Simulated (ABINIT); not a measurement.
# CdH2 (Fm-3m): zone-centre phonons, part 2 of 2

Aim: the zone-centre modes of CdH2 (Fm-3m).

ABINIT 10.8.3; DFT LDA, scalar-relativistic, plane waves, PseudoDojo norm-conserving pseudopotentials.

So far. Step 5 (Relaxing the cell and atoms): The volume changes by +0.8 % in this run and stands -25.5 % from the first cell. The relaxed cell has a = 4.966 Å (conventional setting).

The structure was built from a prototype and need not be the compound's stable phase.

### Step 7. Zone-centre response

At q = 0 one unit cell holds all displacements. The response is solved for single atoms along the cell's directions, and symmetry skips those that follow from others. The crystal is treated as a metal, which screens a static field, so no field response is asked.

The input, dfpt_gamma.abi:

```

# common to the responses
getwfk_filepath "gso_WFK"
kptopt 2
nqpt 1
qpt 0.0 0.0 0.0
asr 0
chneut 0

# displacements
rfphon 1
rfatpol 1 3
rfdir 1 1 1
tolvrs 1.0d-10
prtwf 0

# basis, mesh and filling
ecut 57.0
ecutsm 3.0
ngkpt 12 12 12
nshiftk 1
shiftk 0.0 0.0 0.0
istwfk *1
occopt 6
tsmear 0.01
nband 18
nstep 100
diemac 1000000.0
prtebands 0
prtgsr 0
useylm 1

# cell and atoms
acell 3*1.0 Angstrom
rprim 
    -2.483082191 0.0 2.483082191
    0.0 2.483082191 2.483082191
    -2.483082191 2.483082191 0.0
ntypat 2
znucl 48 1
natom 3
typat 1 2 2
xred 
    0.0 0.0 0.0
    0.75 0.75 0.75
    0.25 0.25 0.25
pp_dirpath "./pseudo"
pseudos "Cd.upf, H.upf"
```

Run with:

```bash
> OMP_NUM_THREADS=1 mpirun -n 4 abinit dfpt_gamma.abi > dfpt_gamma.log
```

Numbers of over 12 decimals in the logs are rounded to 6 here.

dfpt_gamma.abo, the main output file:

```text
[banners, grids, parts of the stress and lines that vanish by symmetry left out]
- input  file    -> dfpt_gamma.abi
- output file    -> dfpt_gamma.abo
- root for input  files -> dfpt_gammai
- root for output files -> dfpt_gammao

 Symmetries : space group Fm -3 m (#225); Bravais cF (face-center cubic)
================================================================================
 Values of the parameters that define the memory need of the present run (RF).
     intxc =       0      iscf =       7    lmnmax =      18     lnmax =       6
     mgfft =      48  mpssoang =       3    mqgrid =    3001     natom =       3
  nloc_mem =       1    nspden =       1   nspinor =       1    nsppol =       1
      nsym =      48    n1xccc =    2501    ntypat =       2    occopt =       6
   xclevel =       1
-    mband =          18        mffmem =           1         mkmem =         217
-   mkqmem =         217        mk1mem =         217           mpw =        4279
      nfft =      110592          nkpt =         868
- my_mband =          18
================================================================================
================================================================================

--------------------------------------------------------------------------------
------------- Echo of variables that govern the present computation ------------
--------------------------------------------------------------------------------
-
- outvars: echo of selected default values
-   iomode0 =  0 , fftalg0 =312 , wfoptalg0 =  0
-
- outvars: echo of global parameters not present in the input file
-  max_nthreads =    1
-
 -outvars: echo values of preprocessed input variables
 [... echo left out ...]
================================================================================

 chkinp: Checking input parameters for consistency.

[...]
== DATASET  1 ==================================================================
-   mpi_nproc: 4, omp_nthreads: 1 (-1 if OMP is not activated)

--- !DatasetInfo
iteration_state: {dtset: 1, }
dimensions: {natom: 3, nkpt: 868, mband: 18, nsppol: 1, nspinor: 1, nspden: 1, mpw: 4279, }
cutoff_energies: {ecut:  57.0, pawecutdg:  -1.0, }
electrons: {nelect:   2.20000000E+01, charge:   0.00000000E+00, occopt:   6.00000000E+00, tsmear:   1.00000000E-02, }
meta: {optdriver: 1, rfphon: 1, }
...

 mkfilename: getwfk from: gso_WFK

 Real(R)+Recip(G) space primitive vectors, cartesian coordinates (Bohr,Bohr^-1):
 R(1)= -4.6923453  0.0000000  4.6923453  G(1)= -0.1065565 -0.1065565  0.1065565
 R(2)=  0.0000000  4.6923453  4.6923453  G(2)=  0.1065565  0.1065565  0.1065565
 R(3)= -4.6923453  4.6923453  0.0000000  G(3)= -0.1065565  0.1065565 -0.1065565
 Unit cell volume ucvol=  2.0663310E+02 bohr^3
 Angles (23,13,12)=  6.00000000E+01  6.00000000E+01  6.00000000E+01 degrees
 setup1 : take into account q-point for computing boxcut.

 getcut: wavevector=  0.0000  0.0000  0.0000  ngfft=  48  48  48
         ecut(hartree)=     57.000   => boxcut(ratio)=   2.12830

--- Pseudopotential description ------------------------------------------------
- pspini: atom type   1  psp file is ./pseudo/Cd.upf

- pspini: atom type   2  psp file is ./pseudo/H.upf

   5.29746406E+02                                ecore*ucvol(ha*bohr**3)
--------------------------------------------------------------------------------

 ==>  initialize data related to q vector <==

 The list of irreducible perturbations for this q vector is:
    1)    idir= 1    ipert=   1
    2)    idir= 1    ipert=   2

[...]
The perturbation idir=   2  ipert=   1 is
 symmetric of a previously calculated perturbation.
 So, its SCF calculation is not needed.

 The perturbation idir=   3  ipert=   1 is
 symmetric of a previously calculated perturbation.
 So, its SCF calculation is not needed.

 The perturbation idir=   2  ipert=   2 is
 symmetric of a previously calculated perturbation.
 So, its SCF calculation is not needed.

 The perturbation idir=   3  ipert=   2 is
 symmetric of a previously calculated perturbation.
 So, its SCF calculation is not needed.

 The perturbation idir=   1  ipert=   3 is
 symmetric of a previously calculated perturbation.
 So, its SCF calculation is not needed.

 The perturbation idir=   2  ipert=   3 is
 symmetric of a previously calculated perturbation.
 So, its SCF calculation is not needed.

 The perturbation idir=   3  ipert=   3 is
 symmetric of a previously calculated perturbation.
 So, its SCF calculation is not needed.

--------------------------------------------------------------------------------
 Perturbation wavevector (in red.coord.)   0.000000  0.000000  0.000000
 Perturbation : displacement of atom   1   along direction   1
 Found     4 symmetries that leave the perturbation invariant.

[...]
dfpt_looppert : total number of electrons, from k and k+q
  fully or partially occupied states are    2.200000E+01 and    2.200000E+01.
 Initialisation of the first-order wave-functions :
  ireadwf=   0

--- !BeginCycle
iteration_state: {dtset: 1, }
solver: {iscf: 7, nstep: 100, nline: 4, wfoptalg: 0, }
tolerances: {tolvrs: 1.00E-10, }
...

     iter   2DEtotal(Ha)        deltaE(Ha) residm    vres2
-ETOT  1   5.928521     -1.825E+04 2.308E+02 1.218E+02
 ETOT  2 -0.137383     -6.066E+00 1.233E+00 4.842E+01
 ETOT  3 -0.162902     -2.552E-02 1.343E-01 1.023E+00
 ETOT  4 -0.163189     -2.872E-04 2.948E-01 2.116E-02
 ETOT  5 -0.163192     -2.705E-06 7.940E-03 7.272E-04
[...]
At SCF step   10       vres2   =  1.01E-12 < tolvrs=  1.00E-10 =>converged.
[...]
Mean square residual over all n,k,spin=   69.679E-08; max=  17.825E-04

 Thirteen components of 2nd-order total energy (hartree) are
 1,2,3: 0th-order hamiltonian combined with 1st-order wavefunctions
     kin0=   1.47860859E+04 eigvalue=   8.66800554E+02  local=  -9.54777376E+03
 4,5,6: 1st-order hamiltonian combined with 1st and 0th-order wfs
 loc psp =  -1.37902677E+04  Hartree=   3.94473766E+03     xc=  -5.50920490E+02
 note that "loc psp" includes a xc core correction that could be resolved
 7,8,9: eventually, occupation + non-local contributions
    edocc=   2.08237132E+02     enl0=   8.54862565E+03   enl1=  -2.27213175E+04
 1-9 gives the relaxation energy (to be shifted if some occ is /=2.0)
   erelax=  -1.82557926E+04
 10,11,12 Non-relaxation  contributions : frozen-wavefunctions and Ewald
 fr.local=   6.96421301E+03 fr.nonlo=   1.13739658E+04  Ewald=   3.57074337E+01
 13,14 Frozen wf xc core corrections (1) and (2)
 frxc 1  =  -8.78135937E+02  frxc 2 =   7.59879142E+02
 Resulting in :
 2DEtotal=   -0.1631917812E+00 Ha. Also 2DEtotal=   -0.444067459115E+01 eV
    (2DErelax=   -1.8255792629E+04 Ha. 2DEnonrelax=    1.8255629437E+04 Ha)
    (  non-var. 2DEtotal :   -1.6319102385E-01 Ha)

[...]
Perturbation wavevector (in red.coord.)   0.000000  0.000000  0.000000
 Perturbation : displacement of atom   2   along direction   1
 Found     2 symmetries that leave the perturbation invariant.

--------------------------------------------------------------------------------

--------------------------------------------------------------------------------

 dfpt_looppert : total number of electrons, from k and k+q
  fully or partially occupied states are    2.200000E+01 and    2.200000E+01.
 Initialisation of the first-order wave-functions :
  ireadwf=   0

--- !BeginCycle
iteration_state: {dtset: 1, }
solver: {iscf: 7, nstep: 100, nline: 4, wfoptalg: 0, }
tolerances: {tolvrs: 1.00E-10, }
...

     iter   2DEtotal(Ha)        deltaE(Ha) residm    vres2
-ETOT  1  0.438837     -4.056E+01 5.515E+00 1.218E+03
[...]
ETOT  9  0.292265     -7.643E-11 2.341E-04 8.137E-10
 ETOT 10  0.292265     -7.390E-13 9.610E-05 4.462E-12

 At SCF step   10       vres2   =  4.46E-12 < tolvrs=  1.00E-10 =>converged.
[...]
Mean square residual over all n,k,spin=   26.238E-09; max=  96.095E-06

 Thirteen components of 2nd-order total energy (hartree) are
 1,2,3: 0th-order hamiltonian combined with 1st-order wavefunctions
     kin0=   3.89569179E+01 eigvalue=  -1.19249351E+00  local=  -6.82723199E+00
 4,5,6: 1st-order hamiltonian combined with 1st and 0th-order wfs
 loc psp =  -5.87485905E+01  Hartree=   8.84261975E+00     xc=  -5.39319202E+00
 note that "loc psp" includes a xc core correction that could be resolved
 7,8,9: eventually, occupation + non-local contributions
    edocc=   6.68459756E+00     enl0=  -3.63932325E-01   enl1=  -2.26659801E+01
 1-9 gives the relaxation energy (to be shifted if some occ is /=2.0)
   erelax=  -4.07072853E+01
 10,11,12 Non-relaxation  contributions : frozen-wavefunctions and Ewald
 fr.local=   1.11959768E+01 fr.nonlo=   1.10571704E+01  Ewald=   1.87464027E+01
 13,14 Frozen wf xc core corrections (1) and (2)
 frxc 1  =   0.00000000E+00  frxc 2 =   0.00000000E+00
 Resulting in :
 2DEtotal=    0.2922646137E+00 Ha. Also 2DEtotal=    0.795292529026E+01 eV
    (2DErelax=   -4.0707285294E+01 Ha. 2DEnonrelax=    4.0999549908E+01 Ha)
    (  non-var. 2DEtotal :    2.9226460217E-01 Ha)

[...]
---- first-order wavefunction calculations are completed ----

 ==> Compute Derivative Database <==

 [... matrices left out ...]
  Phonon wavevector (reduced coordinates) :  0.00000  0.00000  0.00000
 Phonon energies in Hartree :
  -1.025419E-03 -1.025419E-03 -1.025419E-03  2.043268E-05  2.043268E-05
   2.043269E-05  2.873550E-03  2.873550E-03  2.873550E-03
 Phonon frequencies in cm-1    :
- -2.250535E+02 -2.250535E+02 -2.250535E+02  4.484456E+00  4.484456E+00
-  4.484456E+00  6.306713E+02  6.306713E+02  6.306713E+02

== END DATASET(S) ==============================================================
================================================================================

 -outvars: echo values of variables after computation
            acell      1.8897261259E+00  1.8897261259E+00  1.8897261259E+00 Bohr
           etotal      2.9226461373E-01
            fcart      0.0000000000E+00  0.0000000000E+00  0.0000000000E+00
           strten      0.0000000000E+00  0.0000000000E+00  0.0000000000E+00
================================================================================
```

It took 7.9 min on 4 MPI ranks of Arm Neoverse V1, shared host; 31 min of CPU time.

Read from the output:

```
largest acoustic frequency at the zone centre before the sum rule : 4.48 cm⁻¹
highest optical zone-centre mode (no LO-TO term)                  : 630.7 cm⁻¹
lowest optical zone-centre mode                                   : -225.1 cm⁻¹
```

The acoustic modes at Γ come out as far as 4.5 cm⁻¹ from zero, where they should vanish, a small numerical error. The lowest optical mode is imaginary, 225i cm⁻¹, an instability at this level and on this k mesh.

### Step 8. Modes with the sum rule

anaddb reads the merged derivatives and imposes the acoustic sum rule.

The input, anaddb.abi:

```
ddb_filepath "gamma_DDB"
output_file "anaddb.abo"
outdata_prefix "anaddb"
asr 1
chneut 1
enunit 2
eivec 1
nph1l 1
qph1l 0.0 0.0 0.0 1.0
```

The input, mrgddb.in:

```
gamma_DDB
merged
2
dfpt_gammao_DDB
gso_DDB
```

Run with:

```bash
> mrgddb < mrgddb.in > mrgddb.log
> OMP_NUM_THREADS=1 anaddb anaddb.abi > anaddb.log
```

anaddb.abo, the main output file:

```text
-outvars_anaddb: echo values of input variables ----------------------

 Miscellaneous information :
      enunit         2
       eivec         1
         asr         1
 First list of wavevector (reduced coord.) :
       nph1l         1
       qph1l
                     0.00000000E+00  0.00000000E+00  0.00000000E+00    1.000E+00

================================================================================

 read the DDB information and perform some checks

  ==== Info on the Cryst% object ====
 Real(R)+Recip(G) space primitive vectors, cartesian coordinates (Bohr,Bohr^-1):
 R(1)= -4.6923453  0.0000000  4.6923453  G(1)= -0.1065565 -0.1065565  0.1065565
 R(2)=  0.0000000  4.6923453  4.6923453  G(2)=  0.1065565  0.1065565  0.1065565
 R(3)= -4.6923453  4.6923453  0.0000000  G(3)= -0.1065565  0.1065565 -0.1065565
 Unit cell volume ucvol=  2.0663310E+02 bohr^3
 Angles (23,13,12)=  6.00000000E+01  6.00000000E+01  6.00000000E+01 degrees
 Time-reversal symmetry is present
 Reduced atomic positions [iatom, xred, symbol]:
    1)    0.0000000  0.0000000  0.0000000  Cd
    2)    0.7500000  0.7500000  0.7500000   H
    3)    0.2500000  0.2500000  0.2500000   H

 DDB file with 3 blocks has been read.

================================================================================

 Treat the first list of vectors

  Phonon wavevector (reduced coordinates) :  0.00000  0.00000  0.00000
 Phonon energies in Hartree :
  -1.025303E-03 -1.025303E-03 -1.025303E-03  2.094751E-08  2.101289E-08
   2.120776E-08  2.873593E-03  2.873593E-03  2.873593E-03
 Phonon energies in meV     :
- -2.789992E+01 -2.789992E+01 -2.789992E+01  5.700107E-04  5.717899E-04
-  5.770925E-04  7.819446E+01  7.819446E+01  7.819446E+01
 Phonon frequencies in cm-1    :
- -2.250281E+02 -2.250281E+02 -2.250281E+02  4.597446E-03  4.611796E-03
-  4.654565E-03  6.306808E+02  6.306808E+02  6.306808E+02
 Phonon frequencies in Thz     :
- -6.746171E+00 -6.746171E+00 -6.746171E+00  1.378280E-04  1.382582E-04
-  1.395403E-04  1.890734E+01  1.890734E+01  1.890734E+01
 Phonon energies in Kelvin  :
- -3.237652E+02 -3.237652E+02 -3.237652E+02  6.614699E-03  6.635346E-03
-  6.696880E-03  9.074090E+02  9.074090E+02  9.074090E+02

 Eigendisplacements
 (will be given, for each mode : in cartesian coordinates
   for each atom the real part of the displacement vector,
   then the imaginary part of the displacement vector - absolute values smaller than 1.0d-7 are set to zero)
  Mode number    1   Energy   -1.025303E-03
 Attention : low frequency mode.
   (Could be unstable or acoustic mode)
-  1  0.00000000E+00  0.00000000E+00  2.93168970E-04
-     0.00000000E+00  0.00000000E+00  0.00000000E+00
-  2 -5.50878597E-07  2.15664830E-06 -1.63504295E-02
-     0.00000000E+00  0.00000000E+00  0.00000000E+00
-  3 -5.50878597E-07  2.15664830E-06 -1.63504295E-02
-     0.00000000E+00  0.00000000E+00  0.00000000E+00
  Mode number    2   Energy   -1.025303E-03
 Attention : low frequency mode.
   (Could be unstable or acoustic mode)
-  1  0.00000000E+00  2.93168966E-04  0.00000000E+00
-     0.00000000E+00  0.00000000E+00  0.00000000E+00
-  2 -2.94376636E-06 -1.63504292E-02 -2.15654908E-06
-     0.00000000E+00  0.00000000E+00  0.00000000E+00
-  3 -2.94376636E-06 -1.63504292E-02 -2.15654908E-06
-     0.00000000E+00  0.00000000E+00  0.00000000E+00
  Mode number    3   Energy   -1.025303E-03
 Attention : low frequency mode.
   (Could be unstable or acoustic mode)
-  1  2.93168968E-04  0.00000000E+00  0.00000000E+00
-     0.00000000E+00  0.00000000E+00  0.00000000E+00
-  2 -1.63504294E-02  2.94369368E-06  5.51266871E-07
-     0.00000000E+00  0.00000000E+00  0.00000000E+00
-  3 -1.63504294E-02  2.94369368E-06  5.51266871E-07
-     0.00000000E+00  0.00000000E+00  0.00000000E+00
  Mode number    4   Energy    2.094751E-08
 Attention : low frequency mode.
   (Could be unstable or acoustic mode)
-  1  0.00000000E+00  0.00000000E+00  2.18956127E-03
-     0.00000000E+00  0.00000000E+00  0.00000000E+00
-  2  0.00000000E+00  0.00000000E+00  2.18922336E-03
-     0.00000000E+00  0.00000000E+00  0.00000000E+00
-  3  0.00000000E+00  0.00000000E+00  2.18922336E-03
-     0.00000000E+00  0.00000000E+00  0.00000000E+00
  Mode number    5   Energy    2.101289E-08
 Attention : low frequency mode.
   (Could be unstable or acoustic mode)
-  1  0.00000000E+00  2.18956126E-03  0.00000000E+00
-     0.00000000E+00  0.00000000E+00  0.00000000E+00
-  2  0.00000000E+00  2.18922336E-03  0.00000000E+00
-     0.00000000E+00  0.00000000E+00  0.00000000E+00
-  3  0.00000000E+00  2.18922336E-03  0.00000000E+00
-     0.00000000E+00  0.00000000E+00  0.00000000E+00
  Mode number    6   Energy    2.120776E-08
 Attention : low frequency mode.
   (Could be unstable or acoustic mode)
-  1  2.18956126E-03  0.00000000E+00  0.00000000E+00
-     0.00000000E+00  0.00000000E+00  0.00000000E+00
-  2  2.18922336E-03  0.00000000E+00  0.00000000E+00
-     0.00000000E+00  0.00000000E+00  0.00000000E+00
-  3  2.18922336E-03  0.00000000E+00  0.00000000E+00
-     0.00000000E+00  0.00000000E+00  0.00000000E+00
  Mode number    7   Energy    2.873593E-03
-  1  0.00000000E+00  0.00000000E+00  0.00000000E+00
-     0.00000000E+00  0.00000000E+00  0.00000000E+00
-  2  1.34082066E-06 -5.03592796E-07 -1.64963404E-02
-     0.00000000E+00  0.00000000E+00  0.00000000E+00
-  3 -1.34082066E-06  5.03592796E-07  1.64963404E-02
-     0.00000000E+00  0.00000000E+00  0.00000000E+00
  Mode number    8   Energy    2.873593E-03
-  1  0.00000000E+00  0.00000000E+00  0.00000000E+00
-     0.00000000E+00  0.00000000E+00  0.00000000E+00
-  2  2.71302376E-06  1.64963402E-02 -5.03372277E-07
-     0.00000000E+00  0.00000000E+00  0.00000000E+00
-  3 -2.71302376E-06 -1.64963402E-02  5.03372277E-07
-     0.00000000E+00  0.00000000E+00  0.00000000E+00
  Mode number    9   Energy    2.873593E-03
-  1  0.00000000E+00  0.00000000E+00  0.00000000E+00
-     0.00000000E+00  0.00000000E+00  0.00000000E+00
-  2  1.64963402E-02 -2.71298284E-06  1.34090347E-06
-     0.00000000E+00  0.00000000E+00  0.00000000E+00
-  3 -1.64963402E-02  2.71298284E-06 -1.34090347E-06
-     0.00000000E+00  0.00000000E+00  0.00000000E+00

 Analysis of degeneracies and characters (maximum tolerance=1.00E-06 a.u.)
 For each vibration mode, or group of modes if degenerate,
 the characters are given for each symmetry operation (see the list in the log file).
 Symmetry characters of vibration mode #   1
       degenerate with vibration modes #   2 to    3
  3.0 -3.0 -1.0  1.0 -1.0  1.0 -1.0  1.0  1.0 -1.0 -1.0  1.0  1.0 -1.0 -1.0  1.0
 -0.0  0.0  0.0 -0.0  0.0 -0.0 -0.0  0.0  1.0 -1.0 -1.0  1.0 -1.0  1.0  1.0 -1.0
 -0.0  0.0  0.0 -0.0  0.0 -0.0 -0.0  0.0  1.0 -1.0  1.0 -1.0 -1.0  1.0 -1.0  1.0
 Symmetry characters of vibration mode #   4
       degenerate with vibration modes #   5 to    6
  3.0 -3.0 -1.0  1.0 -1.0  1.0 -1.0  1.0  1.0 -1.0 -1.0  1.0  1.0 -1.0 -1.0  1.0
  0.0 -0.0  0.0 -0.0 -0.0  0.0  0.0 -0.0  1.0 -1.0 -1.0  1.0 -1.0  1.0  1.0 -1.0
 -0.0  0.0 -0.0  0.0 -0.0  0.0  0.0 -0.0  1.0 -1.0  1.0 -1.0 -1.0  1.0 -1.0  1.0
 Symmetry characters of vibration mode #   7
       degenerate with vibration modes #   8 to    9
  3.0  3.0 -1.0 -1.0 -1.0 -1.0 -1.0 -1.0  1.0  1.0 -1.0 -1.0  1.0  1.0 -1.0 -1.0
 -0.0 -0.0  0.0  0.0 -0.0 -0.0  0.0  0.0  1.0  1.0 -1.0 -1.0 -1.0 -1.0  1.0  1.0
 -0.0 -0.0 -0.0 -0.0  0.0  0.0 -0.0 -0.0  1.0  1.0  1.0  1.0 -1.0 -1.0 -1.0 -1.0
-
```

It took 0.52 s on 1 thread.

This step gave:

```yaml
lowest_optical_zone_centre_mode: -225.0 cm⁻¹
```

No LO-TO term; unit eigenvectors of the mass-weighted matrix, from anaddb's displacements. Modes at Γ, with each element's share of the kinetic energy (negative means imaginary):

```csv
mode,frequency (cm⁻¹),symmetry,Cd %,H %
1,-225.0,T1u,2,98
2,-225.0,T1u,2,98
3,-225.0,T1u,2,98
4,0.0,acoustic,98,2
5,0.0,acoustic,98,2
6,0.0,acoustic,98,2
7,630.7,T2g,0,100
8,630.7,T2g,0,100
9,630.7,T2g,0,100
```

Displacements in mode 2 (-225.0 cm⁻¹), the largest set to 1:
```
Cd1  0.00  0.02  0.00
H2   0.00 -1.00  0.00
H3   0.00 -1.00  0.00
```

Displacements in mode 8 (630.7 cm⁻¹), the largest set to 1:
```
Cd1  0.00  0.00  0.00
H2   0.00  1.00  0.00
H3   0.00 -1.00  0.00
```

The rule moves no optical mode by more than 0.1 cm⁻¹.

### Step 9. Summary of results

* space group after relaxation: Fm-3m
* volume per atom: 10.2 Å³
* highest optical zone-centre mode (no LO-TO term): 630.7 cm⁻¹
* lowest optical zone-centre mode: -225.0 cm⁻¹
* imaginary optical modes at the zone centre (no q mesh in this session): yes

What this shows: At the LDA level the optical modes of CdH2 (Fm-3m) at the zone centre run from 225i to 631 cm⁻¹, so the structure is a saddle point, with 3 modes beyond 10i cm⁻¹ there. These are harmonic frequencies at zero temperature: anharmonic shifts and linewidths and thermal expansion are left out. In a metal the frequencies hang on the k mesh and the smearing, most of all near Kohn anomalies. The structure is a hypothetical one, built on a prototype.

[Host names and launcher messages were left out of these logs when they were recorded.]

[Logs are printed without paths, hosts, clocks, repeated set-up lines and the standing remarks that a program may print on its own settings, such as how far it seeks lower states.]

[Hosts, paths, dates, database ids (printed as entryN), source tags and the programs' standing remarks are cut or masked in the printed files.]
